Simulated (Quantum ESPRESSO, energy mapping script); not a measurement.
**Fe: energy mapping under PBEsol, QE, GBRV**

Aim: the exchange couplings of Fe from the energies of a few collinear orders, and the ordering temperature that they give.

Main program and level: Quantum ESPRESSO 7.5; PBEsol; plane waves, collinear spin, no spin–orbit coupling.

The database entry behind the starting cell differs from later determinations by our own check (an axis about 0.7 % long against later determinations), so it need not match the best structure at ambient conditions.

## (1) Set-up

Symmetry: Im-3m, No. 229, cubic system. Conventional cell: a = 2.886 Å, b = 2.886 Å, c = 2.886 Å, α = 90.00°, β = 90.00°, γ = 90.00°. Fe has 8 Fe at 2.50 Å nearest.

Structure file:

```cif
data_structure
_symmetry_space_group_name_H-M 'Im-3m'
_symmetry_Int_Tables_number 229
_cell_length_a 2.8860
_cell_length_b 2.8860
_cell_length_c 2.8860
_cell_angle_alpha 90.000
_cell_angle_beta 90.000
_cell_angle_gamma 90.000
_cell_volume 24.04
loop_
_atom_site_label
_atom_site_type_symbol
_atom_site_symmetry_multiplicity
_atom_site_Wyckoff_symbol
_atom_site_fract_x
_atom_site_fract_y
_atom_site_fract_z
_atom_site_occupancy
Fe1 Fe 2 a 0.00000 0.00000 0.00000 1
```

A plain semilocal functional is the cheapest rung. It tends to spread open shells too far. These runs use Quantum ESPRESSO.

## (2) Run 1 (parallel; cell A, 2 atoms)

The parallel order is the zero of energy for this cell and mesh.

The potential files are GBRV's for PBEsol; pw.x takes the functional from them.

File pw.in:

```
&control
  calculation = 'scf'
  prefix = 'pw'
  outdir = './tmp/'
  pseudo_dir = './pseudo/'
  verbosity = 'low'
/
&system
  ibrav = 0
  nat = 2
  ntyp = 1
  ecutwfc = 45
  ecutrho = 360
  nbnd = 30
  occupations = 'smearing'
  smearing = 'fd'
  degauss = 0.00734986
  nspin = 2
  starting_magnetization(1) = 0.1750
/
&electrons
  conv_thr = 5.0e-09
  electron_maxstep = 120
  mixing_beta = 0.3
  mixing_mode = 'plain'
/
ATOMIC_SPECIES
  Fe 55.8450 Fe.upf
CELL_PARAMETERS angstrom
  -1.44300000 1.44300000 1.44300000
  1.44300000 -1.44300000 1.44300000
  2.88600000 2.88600000 0.00000000
ATOMIC_POSITIONS crystal
  Fe 0.00000000 0.00000000 0.00000000
  Fe 0.50000000 0.50000000 0.50000000
K_POINTS automatic
  15 15 9 0 0 0
```

The run is started by

```console
$ OMP_NUM_THREADS=1 mpirun -n 4 pw.x -nk 4 -in pw.in > pw.out
```

What it wrote:

```text
Program PWSCF v.7.5 starts
[...]
unit-cell volume          =     162.2130 (a.u.)^3
     number of atoms/cell      =            2
[...]
number of electrons       =        32.00
     number of Kohn-Sham states=           30
     kinetic-energy cutoff     =      45.0000  Ry
     charge density cutoff     =     360.0000  Ry
     scf convergence threshold =      5.0E-09
[...]
Exchange-correlation= SLA  PW   PSX  PSC
[...]
atomic species   magnetization
[...]
8 Sym. Ops., with inversion, found
[...]
number of k points=   320  Fermi-Dirac smearing, width (Ry)=  0.0073
[...]
iteration #  1     ecut=    45.00 Ry     beta= 0.30
[...]
total energy              =    -499.36076770 Ry
     estimated scf accuracy    <       4.94394889 Ry
     total magnetization       =     3.95 Bohr mag/cell
     absolute magnetization    =     3.96 Bohr mag/cell
     iteration #  2     ecut=    45.00 Ry     beta= 0.30
[...]
total energy              =    -500.35978038 Ry
     estimated scf accuracy    <       0.12196450 Ry
     total magnetization       =     4.97 Bohr mag/cell
     absolute magnetization    =     5.03 Bohr mag/cell
     iteration #  3     ecut=    45.00 Ry     beta= 0.30
[...]
total energy              =    -500.38502337 Ry
     estimated scf accuracy    <       0.00696165 Ry
     total magnetization       =     4.76 Bohr mag/cell
     absolute magnetization    =     4.87 Bohr mag/cell
     iteration #  4     ecut=    45.00 Ry     beta= 0.30
[...]
total energy              =    -500.38546531 Ry
     estimated scf accuracy    <       0.00740061 Ry
     total magnetization       =     4.77 Bohr mag/cell
     absolute magnetization    =     4.96 Bohr mag/cell
     iteration #  5     ecut=    45.00 Ry     beta= 0.30
[...]
total energy              =    -500.38725157 Ry
     estimated scf accuracy    <       0.00190965 Ry
     total magnetization       =     4.70 Bohr mag/cell
     absolute magnetization    =     4.91 Bohr mag/cell
     iteration #  6     ecut=    45.00 Ry     beta= 0.30
[...]
total energy              =    -500.38680095 Ry
     estimated scf accuracy    <       0.00179175 Ry
     total magnetization       =     4.69 Bohr mag/cell
     absolute magnetization    =     4.90 Bohr mag/cell
     iteration #  7     ecut=    45.00 Ry     beta= 0.30
[...]
total energy              =    -500.38722367 Ry
     estimated scf accuracy    <       0.00008574 Ry
     total magnetization       =     4.71 Bohr mag/cell
     absolute magnetization    =     4.94 Bohr mag/cell
     iteration #  8     ecut=    45.00 Ry     beta= 0.30
[...]
total energy              =    -500.38721147 Ry
     estimated scf accuracy    <       0.00004724 Ry
     total magnetization       =     4.71 Bohr mag/cell
     absolute magnetization    =     4.95 Bohr mag/cell
     iteration #  9     ecut=    45.00 Ry     beta= 0.30
[...]
total energy              =    -500.38722045 Ry
     estimated scf accuracy    <       0.00000125 Ry
     total magnetization       =     4.71 Bohr mag/cell
     absolute magnetization    =     4.95 Bohr mag/cell
     iteration # 10     ecut=    45.00 Ry     beta= 0.30
[...]
total energy              =    -500.38722060 Ry
     estimated scf accuracy    <       0.00000103 Ry
     total magnetization       =     4.71 Bohr mag/cell
     absolute magnetization    =     4.95 Bohr mag/cell
     iteration # 11     ecut=    45.00 Ry     beta= 0.30
[...]
total energy              =    -500.38722109 Ry
     estimated scf accuracy    <       0.00000002 Ry
     total magnetization       =     4.72 Bohr mag/cell
     absolute magnetization    =     4.95 Bohr mag/cell
     iteration # 12     ecut=    45.00 Ry     beta= 0.30
[...]
Magnetic moment per site  (integrated on atomic sphere of radius R)
     atom   1 (R=0.413)  charge= 14.4319  magn=  2.4071
     atom   2 (R=0.413)  charge= 14.4319  magn=  2.4071
     End of self-consistent calculation
     Number of k-points >= 100: set verbosity='high' to print the bands.
     the Fermi energy is    16.8122 ev
!    total energy              =    -500.38722111 Ry
     estimated scf accuracy    <          1.9E-09 Ry
     smearing contrib. (-TS)   =      -0.00514005 Ry
     internal energy E=F+TS    =    -500.38208106 Ry
     The total energy is F=E-TS. E is the sum of the following terms:
     one-electron contribution =    -237.10055490 Ry
     hartree contribution      =     136.16410626 Ry
     xc contribution           =     -57.79306963 Ry
     ewald contribution        =    -341.65256279 Ry
     total magnetization       =     4.72 Bohr mag/cell
     absolute magnetization    =     4.95 Bohr mag/cell
     convergence has been achieved in  12 iterations
=------------------------------------------------------------------------------=
   JOB DONE.
=------------------------------------------------------------------------------=
```

It took 76 s on 4 MPI ranks of Arm Neoverse V1, shared host; peak memory 0.51 GiB.

Spin moment in the sphere by atom:

```
atom  spin moment in the sphere (μB)
 Fe1                            2.41
 Fe2                            2.41
```

The run ends ferromagnetic.

## (3) Compensated +− start in cell A (2 atoms)

This order reverses 4 of the 8 neighbours at 2.50 Å and 4 of the 6 neighbours at 2.89 Å, counted for an average magnetic atom.

Edit pw.in of step 2 so:

```diff
@@ -10,6 +10,6 @@
   nat = 2
-  ntyp = 1
+  ntyp = 2
   ecutwfc = 45
   ecutrho = 360
-  nbnd = 30
+  nbnd = 27
   occupations = 'smearing'
@@ -19,2 +19,3 @@
   starting_magnetization(1) = 0.1750
+  starting_magnetization(2) = -0.1750
 /
@@ -27,3 +28,4 @@
 ATOMIC_SPECIES
-  Fe 55.8450 Fe.upf
+  Fe1 55.8450 Fe.upf
+  Fe2 55.8450 Fe.upf
 CELL_PARAMETERS angstrom
@@ -33,4 +35,4 @@
 ATOMIC_POSITIONS crystal
-  Fe 0.00000000 0.00000000 0.00000000
-  Fe 0.50000000 0.50000000 0.50000000
+  Fe1 0.00000000 0.00000000 0.00000000
+  Fe2 0.50000000 0.50000000 0.50000000
 K_POINTS automatic
```

What it wrote:

```text
[banner, memory and clock lines left out]
Program PWSCF v.7.5 starts
[...]
unit-cell volume          =     162.2130 (a.u.)^3
     number of atoms/cell      =            2
[...]
number of electrons       =        32.00
     number of Kohn-Sham states=           27
     kinetic-energy cutoff     =      45.0000  Ry
     charge density cutoff     =     360.0000  Ry
     scf convergence threshold =      5.0E-09
[...]
Exchange-correlation= SLA  PW   PSX  PSC
[...]
atomic species   magnetization
[...]
8 Sym. Ops., with inversion, found
[...]
number of k points=   320  Fermi-Dirac smearing, width (Ry)=  0.0073
[...]
iteration #  1     ecut=    45.00 Ry     beta= 0.30
[...]
total energy              =    -499.32816619 Ry
     estimated scf accuracy    <       5.02366054 Ry
     total magnetization       =     0.00 Bohr mag/cell
     absolute magnetization    =     3.86 Bohr mag/cell
     iteration #  2     ecut=    45.00 Ry     beta= 0.30
[...]
total energy              =    -500.33471064 Ry
     estimated scf accuracy    <       0.09925209 Ry
     total magnetization       =     0.00 Bohr mag/cell
     absolute magnetization    =     4.76 Bohr mag/cell
     iteration #  3     ecut=    45.00 Ry     beta= 0.30
[...]
total energy              =    -500.35334945 Ry
     estimated scf accuracy    <       0.00706914 Ry
     total magnetization       =    -0.00 Bohr mag/cell
     absolute magnetization    =     4.69 Bohr mag/cell
[...]
total energy              =    -500.35470491 Ry
[...]
iteration # 13     ecut=    45.00 Ry     beta= 0.30
[...]
total energy              =    -500.35470493 Ry
     estimated scf accuracy    <          7.9E-09 Ry
     total magnetization       =    -0.00 Bohr mag/cell
     absolute magnetization    =     4.56 Bohr mag/cell
     iteration # 14     ecut=    45.00 Ry     beta= 0.30
[...]
Magnetic moment per site  (integrated on atomic sphere of radius R)
     atom   1 (R=0.413)  charge= 14.4248  magn=  2.2124
     atom   2 (R=0.413)  charge= 14.4248  magn= -2.2125
     End of self-consistent calculation
     Number of k-points >= 100: set verbosity='high' to print the bands.
     the Fermi energy is    17.1745 ev
!    total energy              =    -500.35470494 Ry
     estimated scf accuracy    <          3.6E-10 Ry
     smearing contrib. (-TS)   =      -0.00759218 Ry
     internal energy E=F+TS    =    -500.34711276 Ry
     The total energy is F=E-TS. E is the sum of the following terms:
     one-electron contribution =    -236.88255472 Ry
     hartree contribution      =     135.90041995 Ry
     xc contribution           =     -57.71241521 Ry
     ewald contribution        =    -341.65256279 Ry
     total magnetization       =    -0.00 Bohr mag/cell
     absolute magnetization    =     4.56 Bohr mag/cell
     convergence has been achieved in  14 iterations
```

Wall time 79 s (4 MPI ranks); peak memory 0.49 GiB.

Spin moment in the sphere by atom:

| atom | spin moment in the sphere (μB) |
| --- | --- |
| Fe1 | 2.21 |
| Fe2 | -2.21 |

The run ends antiferromagnetic, 229.54 meV a magnetic atom above the parallel order of its cell (energies taken at zero occupation width, not the printed F).

## (4) Order 3: parallel, cell B of 2 atoms

A new cell needs its own zero of energy.

This run holds the same structure in another cell (a 2.499 → 2.886 Å, b 2.499 → 2.886 Å, c 4.081 → 2.886 Å, γ 109.5 → 90.0°).

File pw.in:

```
&control
  calculation = 'scf'
  prefix = 'pw'
  outdir = './tmp/'
  pseudo_dir = './pseudo/'
  verbosity = 'low'
/
&system
  ibrav = 0
  nat = 2
  ntyp = 1
  ecutwfc = 45
  ecutrho = 360
  nbnd = 30
  occupations = 'smearing'
  smearing = 'fd'
  degauss = 0.00734986
  nspin = 2
  starting_magnetization(1) = 0.1750
/
&electrons
  conv_thr = 5.0e-09
  electron_maxstep = 120
  mixing_beta = 0.3
  mixing_mode = 'plain'
/
ATOMIC_SPECIES
  Fe 55.8450 Fe.upf
CELL_PARAMETERS angstrom
  0.00000000 -2.88600000 0.00000000
  -2.88600000 0.00000000 0.00000000
  0.00000000 0.00000000 -2.88600000
ATOMIC_POSITIONS crystal
  Fe 0.50000000 0.50000000 0.50000000
  Fe 0.00000000 0.00000000 0.00000000
K_POINTS automatic
  13 13 13 0 0 0
```

What it wrote:

```text
[banner, memory and clock lines left out]
Program PWSCF v.7.5 starts
[...]
unit-cell volume          =     162.2130 (a.u.)^3
     number of atoms/cell      =            2
[...]
number of electrons       =        32.00
     number of Kohn-Sham states=           30
     kinetic-energy cutoff     =      45.0000  Ry
     charge density cutoff     =     360.0000  Ry
[...]
internal energy E=F+TS    =    -500.38192404 Ry
     The total energy is F=E-TS. E is the sum of the following terms:
     one-electron contribution =    -237.09850916 Ry
     hartree contribution      =     136.16423355 Ry
     xc contribution           =     -57.79508564 Ry
     ewald contribution        =    -341.65256279 Ry
     total magnetization       =     4.74 Bohr mag/cell
     absolute magnetization    =     4.97 Bohr mag/cell
     convergence has been achieved in  12 iterations
[key lines of the parts left out:]
!    total energy              =    -500.38717249 Ry
the Fermi energy is    16.8081 ev
```

It took 18 s on 4 MPI ranks; peak memory 0.33 GiB; 71 s of CPU time.

The run ends ferromagnetic. For each magnetic atom its energy differs from the parallel run of the first cell by 0.70 meV, an error that one common reference would have brought in.

## (5) Order 4: compensated +−, cell B of 2 atoms

This order reverses 8 of the 8 neighbours at 2.50 Å and 0 of the 6 neighbours at 2.89 Å, counted for an average magnetic atom.

Edit pw.in of step 4 so:

```diff
@@ -10,6 +10,6 @@
   nat = 2
-  ntyp = 1
+  ntyp = 2
   ecutwfc = 45
   ecutrho = 360
-  nbnd = 30
+  nbnd = 27
   occupations = 'smearing'
@@ -19,2 +19,3 @@
   starting_magnetization(1) = 0.1750
+  starting_magnetization(2) = -0.1750
 /
@@ -27,3 +28,4 @@
 ATOMIC_SPECIES
-  Fe 55.8450 Fe.upf
+  Fe1 55.8450 Fe.upf
+  Fe2 55.8450 Fe.upf
 CELL_PARAMETERS angstrom
@@ -33,4 +35,4 @@
 ATOMIC_POSITIONS crystal
-  Fe 0.50000000 0.50000000 0.50000000
-  Fe 0.00000000 0.00000000 0.00000000
+  Fe1 0.50000000 0.50000000 0.50000000
+  Fe2 0.00000000 0.00000000 0.00000000
 K_POINTS automatic
```

What it wrote:

```text
[banner, memory and clock lines left out]
Program PWSCF v.7.5 starts
[...]
unit-cell volume          =     162.2130 (a.u.)^3
     number of atoms/cell      =            2
[...]
number of electrons       =        32.00
     number of Kohn-Sham states=           27
     kinetic-energy cutoff     =      45.0000  Ry
     charge density cutoff     =     360.0000  Ry
[...]
internal energy E=F+TS    =    -500.30797624 Ry
     The total energy is F=E-TS. E is the sum of the following terms:
     one-electron contribution =    -236.92002444 Ry
     hartree contribution      =     135.92944483 Ry
     xc contribution           =     -57.66483385 Ry
     ewald contribution        =    -341.65256279 Ry
     total magnetization       =     0.00 Bohr mag/cell
     absolute magnetization    =     4.08 Bohr mag/cell
     convergence has been achieved in  14 iterations
[key lines of the parts left out:]
!    total energy              =    -500.32163824 Ry
the Fermi energy is    17.1942 ev
```

The job ended after 19 s (4 MPI ranks; peak memory 0.33 GiB; 75 s of CPU time).

The run ends antiferromagnetic, 474.44 meV a magnetic atom above the parallel order of its cell (energies taken at zero occupation width, not the printed F).

## (6) Run 5 (parallel; cell C, 3 atoms)

A new cell needs its own zero of energy.

File pw.in:

```
&control
  calculation = 'scf'
  prefix = 'pw'
  outdir = './tmp/'
  pseudo_dir = './pseudo/'
  verbosity = 'low'
/
&system
  ibrav = 0
  nat = 3
  ntyp = 1
  ecutwfc = 45
  ecutrho = 360
  nbnd = 43
  occupations = 'smearing'
  smearing = 'fd'
  degauss = 0.00734986
  nspin = 2
  starting_magnetization(1) = 0.1750
/
&electrons
  conv_thr = 7.5e-09
  electron_maxstep = 120
  mixing_beta = 0.3
  mixing_mode = 'plain'
/
ATOMIC_SPECIES
  Fe 55.8450 Fe.upf
CELL_PARAMETERS angstrom
  -1.44300000 1.44300000 1.44300000
  0.00000000 -2.88600000 2.88600000
  2.88600000 2.88600000 0.00000000
ATOMIC_POSITIONS crystal
  Fe 0.00000000 0.00000000 0.00000000
  Fe 0.66666667 0.66666667 0.33333333
  Fe 0.33333333 0.33333333 0.66666667
K_POINTS automatic
  14 10 10 0 0 0
```

What it wrote:

```text
[banner, memory and clock lines left out]
Program PWSCF v.7.5 starts
[...]
unit-cell volume          =     243.3195 (a.u.)^3
     number of atoms/cell      =            3
[...]
number of electrons       =        48.00
     number of Kohn-Sham states=           43
     kinetic-energy cutoff     =      45.0000  Ry
     charge density cutoff     =     360.0000  Ry
[...]
internal energy E=F+TS    =    -750.57328496 Ry
     The total energy is F=E-TS. E is the sum of the following terms:
     one-electron contribution =    -355.65765656 Ry
     hartree contribution      =     204.25599173 Ry
     xc contribution           =     -86.69277596 Ry
     ewald contribution        =    -512.47884418 Ry
     total magnetization       =     7.09 Bohr mag/cell
     absolute magnetization    =     7.45 Bohr mag/cell
     convergence has been achieved in  13 iterations
[key lines of the parts left out:]
!    total energy              =    -750.58089685 Ry
the Fermi energy is    16.8147 ev
```

Run time: 1.7 min. Hardware: 4 MPI ranks; peak memory 0.57 GiB; 6.7 min of CPU time.

The run ends ferromagnetic. For each magnetic atom its energy differs from the parallel run of the first cell by -0.52 meV, an error that one common reference would have brought in.

## (7) Order 6: uncompensated ++−, cell C of 3 atoms

This order reverses 4 of the 8 neighbours at 2.50 Å and 4 of the 6 neighbours at 2.89 Å, counted for an average magnetic atom.

File pw.in:

```
&control
  calculation = 'scf'
  prefix = 'pw'
  outdir = './tmp/'
  pseudo_dir = './pseudo/'
  verbosity = 'low'
/
&system
  ibrav = 0
  nat = 3
  ntyp = 2
  ecutwfc = 45
  ecutrho = 360
  nbnd = 40
  occupations = 'smearing'
  smearing = 'fd'
  degauss = 0.00734986
  nspin = 2
  starting_magnetization(1) = 0.1750
  starting_magnetization(2) = -0.1750
/
&electrons
  conv_thr = 7.5e-09
  electron_maxstep = 120
  mixing_beta = 0.3
  mixing_mode = 'plain'
/
ATOMIC_SPECIES
  Fe1 55.8450 Fe.upf
  Fe2 55.8450 Fe.upf
CELL_PARAMETERS angstrom
  -1.44300000 1.44300000 1.44300000
  0.00000000 -2.88600000 2.88600000
  2.88600000 2.88600000 0.00000000
ATOMIC_POSITIONS crystal
  Fe1 0.00000000 0.00000000 0.00000000
  Fe1 0.66666667 0.66666667 0.33333333
  Fe2 0.33333333 0.33333333 0.66666667
K_POINTS automatic
  14 10 10 0 0 0
```

What it wrote:

```text
[banner, memory and clock lines left out]
Program PWSCF v.7.5 starts
[...]
unit-cell volume          =     243.3195 (a.u.)^3
     number of atoms/cell      =            3
[...]
number of electrons       =        48.00
     number of Kohn-Sham states=           40
     kinetic-energy cutoff     =      45.0000  Ry
     charge density cutoff     =     360.0000  Ry
[...]
internal energy E=F+TS    =    -750.52653604 Ry
     The total energy is F=E-TS. E is the sum of the following terms:
     one-electron contribution =    -355.34839170 Ry
     hartree contribution      =     203.86141465 Ry
     xc contribution           =     -86.56071482 Ry
     ewald contribution        =    -512.47884418 Ry
     total magnetization       =     1.62 Bohr mag/cell
     absolute magnetization    =     6.72 Bohr mag/cell
     convergence has been achieved in  15 iterations
[key lines of the parts left out:]
!    total energy              =    -750.53681769 Ry
the Fermi energy is    17.0853 ev
```

Elapsed: 1.7 min, on 4 MPI ranks; peak memory 0.57 GiB.

The run ends ferrimagnetic, 205.96 meV a magnetic atom above the parallel order of its cell (energies taken at zero occupation width, not the printed F).

(Part 1 of 2 ends here.)

[Logs and program files are shortened in this print: banners, set-up blocks, solver, clock and traceback lines can be left out without a mark of their own.]

[Logs are printed without paths, hosts, clocks, repeated set-up lines and the standing remarks that a program may print on its own settings, such as how far it seeks lower states.]

[Hosts, paths, dates, database ids (printed as entryN), source tags and the programs' standing remarks are cut or masked in the printed files.]

[Where a cell is said to come from a database of computed structures, the database is the Materials Project.]
